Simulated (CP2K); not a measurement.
1,4-cyclohexadiene has these distinct C atoms: C1 (bonded to 2 C and 2 H) and C2 (bonded to 2 C and H).

```xyz
14

C     1.4959    0.1115    0.0126
C     0.7456   -1.0566    0.5892
C    -0.5898   -1.1567    0.5768
C    -1.4959   -0.1115   -0.0126
C    -0.7456    1.0566   -0.5892
C     0.5898    1.1567   -0.5768
H     2.2123   -0.2415   -0.7535
H     2.1400    0.5659    0.7894
H     1.3399   -1.8573    1.0359
H    -1.0664   -2.0363    1.0160
H    -2.1400   -0.5659   -0.7894
H    -2.2123    0.2415    0.7535
H    -1.3399    1.8573   -1.0359
H     1.0664    2.0363   -1.0160
```

Their partial C K spectra (CP2K XAS_TDP, all-electron GAPW, PBEh(45%), aug-cc-pVDZ, TDA, GW2X-corrected core level, no relativity) are given in random order, each times the number of alike atoms.

Gaussian full width 0.5 eV, oscillator strength per eV, alike atoms added, rows of zeros left out:

| E (eV) | curve 1 | curve 2 |
| --- | --- | --- |
| 286.50 | 0.000 | 0.001 |
| 286.75 | 0.000 | 0.026 |
| 287.00 | 0.000 | 0.200 |
| 287.25 | 0.000 | 0.389 |
| 287.50 | 0.000 | 0.189 |
| 287.75 | 0.000 | 0.023 |
| 288.00 | 0.000 | 0.001 |
| 289.25 | 0.000 | 0.001 |
| 289.50 | 0.002 | 0.018 |
| 289.75 | 0.018 | 0.060 |
| 290.00 | 0.041 | 0.051 |
| 290.25 | 0.048 | 0.012 |
| 290.50 | 0.040 | 0.014 |
| 290.75 | 0.030 | 0.036 |
| 291.00 | 0.042 | 0.026 |
| 291.25 | 0.025 | 0.009 |
| 291.50 | 0.008 | 0.014 |
| 291.75 | 0.011 | 0.020 |
| 292.00 | 0.014 | 0.015 |
| 292.25 | 0.008 | 0.035 |
| 292.50 | 0.013 | 0.087 |
| 292.75 | 0.041 | 0.079 |
| 293.00 | 0.087 | 0.045 |
| 293.25 | 0.112 | 0.047 |
| 293.50 | 0.102 | 0.074 |
| 293.75 | 0.083 | 0.065 |
| 294.00 | 0.041 | 0.038 |
| 294.25 | 0.048 | 0.041 |
| 294.50 | 0.114 | 0.069 |
| 294.75 | 0.098 | 0.104 |
| 295.00 | 0.037 | 0.063 |

Question: Which curve belongs to which atom?

Curve 1: C1 (bonded to 2 C and 2 H), leading line at 290.00 eV (f = 0.009 an atom), ionisation energy 291.99 eV, term value 1.99 eV. Curve 2: C2 (bonded to 2 C and H), leading line at 287.25 eV (f = 0.052 an atom), ionisation energy 291.72 eV, term value 4.47 eV. The leading line of an atom is its first one with 35 % of the strongest within 2.5 eV of its lowest line over the strength cut. A line lies at the core ionisation energy, which rises as an atom loses charge to its neighbours or to a π system, less the term value, which is large for a low π* or σ* orbital with weight on that atom.

[Banner, clock and machine lines of the logs are left out without a mark of their own.]

[Logs are printed without paths, hosts, clocks, repeated set-up lines and the standing remarks that a program may print on its own settings, such as how far it seeks lower states.]

[Hosts, paths, dates, database ids (printed as entryN), source tags and the programs' standing remarks are cut or masked in the printed files.]
